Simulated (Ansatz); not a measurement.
In doubt: masses and optical values from hybrid runs of this build are listed as unsure, which bears on the screening that GW takes from such a start.

Rows from a G0W0 calculation on Si3N4 (Fd-3m) (Ansatz 0.2.0; G0W0 on HSE06, plane waves, PAW; 4×4×4 mesh, 268 empty bands, screening to 100 eV), in eV. Spin-orbit coupling is left out.

```csv
row,Σx,Σc,Vxc,Z
A,-22.36,3.10,-19.37,0.83
B,-7.95,-4.24,-12.72,0.85
C,-8.28,-3.97,-12.75,0.86
D,-21.63,3.18,-18.47,0.82
E,-22.50,3.09,-19.52,0.83
F,-8.31,-4.30,-13.18,0.85
```

Question: Which rows are filled states and which are empty ones, and how can one tell?

Filled: A, D and E. Empty: B, C and F. The sign of Σc tells: for a filled state bare exchange, which holds its interaction with itself, lies below Vxc (Σx − Vxc is -3.0 eV or lower here) and screening gives part back as a positive Σc. For an empty state Σx lies above Vxc (+4.5 eV or more) and the Coulomb hole leaves Σc negative.

[Paths, hosts, dates, memory and timing lines, banners, echoed tables and standing remarks are left out of the program output.]

[Logs are printed without paths, hosts, clocks, repeated set-up lines and the standing remarks that a program may print on its own settings, such as how far it seeks lower states.]

[Runs of the session that timed out or met a known fault of the program may be left out.]

[Cells called generated may have been cut or substituted from an entry of the Crystallography Open Database or the Materials Project.]

[Hosts, paths, dates, database ids (printed as entryN), source tags and the programs' standing remarks are cut or masked in the printed files.]
